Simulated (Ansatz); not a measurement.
# Which magnetic ion is it?

A crystal has the composition MPO5, where M is a 4d element. A calculation (PBEsol+U, spin-orbit coupling in second variation, Ansatz) gives:

| Property | Result |
| --- | --- |
| S | 1/2 |
| g, averaged over the cell's ions | ⊥ 1.9198, ∥ 1.8856 |
| moment in its sphere | 0.40 μB |

Q: Name the magnetic ion and its oxidation state.

The crystal is MoPO5, space group P4/n. The spin sits on Mo, with 5 O at 1.68 to 1.98 Å round it. With the usual charges of the other elements M must be +5. Ions of this row are low-spin as a rule, so S = 1/2 at that charge points to d1: Mo⁵⁺ d¹, or to a low-spin ion further along, which the sign of the g shift speaks against. The shift is negative: in a shell less than half full the orbital moment opposes the spin.

[Hosts, paths, dates, database ids (printed as entryN), source tags and the programs' standing remarks are cut or masked in the printed files.]
